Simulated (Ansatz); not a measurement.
Rows from a G0W0 calculation on SrCaTi2O6 (perovskite [001] superlattice) (P4/mmm) (Ansatz 0.2.0; G0W0 on LDA, plane waves, PAW; PAW set soft_1; 4×4×2 mesh, 55 empty bands, screening to 36 eV, PAW set soft_1 files), in eV. Spin-orbit coupling is left out.

The structure was built from a prototype and need not be the compound's stable phase.

| row | k | band | start | Σx | Σc at the solution | Vxc |
| --- | --- | --- | --- | --- | --- | --- |
| A | (-0.500, -0.500, 0.000) | c3 | 14.309 | -13.193 | -7.160 | -22.810 |
| B | Γ | c2 | 11.704 | -12.566 | -5.578 | -20.564 |
| C | (-0.500, -0.500, 0.000) | c1 | 13.884 | -14.811 | -6.463 | -23.642 |
| D | Γ | c1 | 11.702 | -12.553 | -5.585 | -20.558 |
| E | (-0.500, -0.500, 0.000) | v1 | 9.853 | -26.101 | 4.933 | -21.285 |
| F | Γ | v1 | 9.482 | -26.626 | 4.859 | -21.900 |

**Question.** Give the quasiparticle energies and the shift of each level.

The quasiparticle equation reads E = start + Σx + Σc(E) − Vxc.

| row | E (eV) | shift (eV) |
| --- | --- | --- |
| A | 16.766 | +2.457 |
| B | 14.123 | +2.419 |
| C | 16.252 | +2.368 |
| D | 14.122 | +2.420 |
| E | 9.970 | +0.117 |
| F | 9.615 | +0.133 |

Limits: not at the basis limit; no spin-orbit coupling; coarse k mesh.

[Runs of the session that timed out or met a known fault of the program may be left out.]

[Cells called generated may have been cut or substituted from an entry of the Crystallography Open Database or the Materials Project.]

[Hosts, paths, dates, database ids (printed as entryN), source tags and the programs' standing remarks are cut or masked in the printed files.]
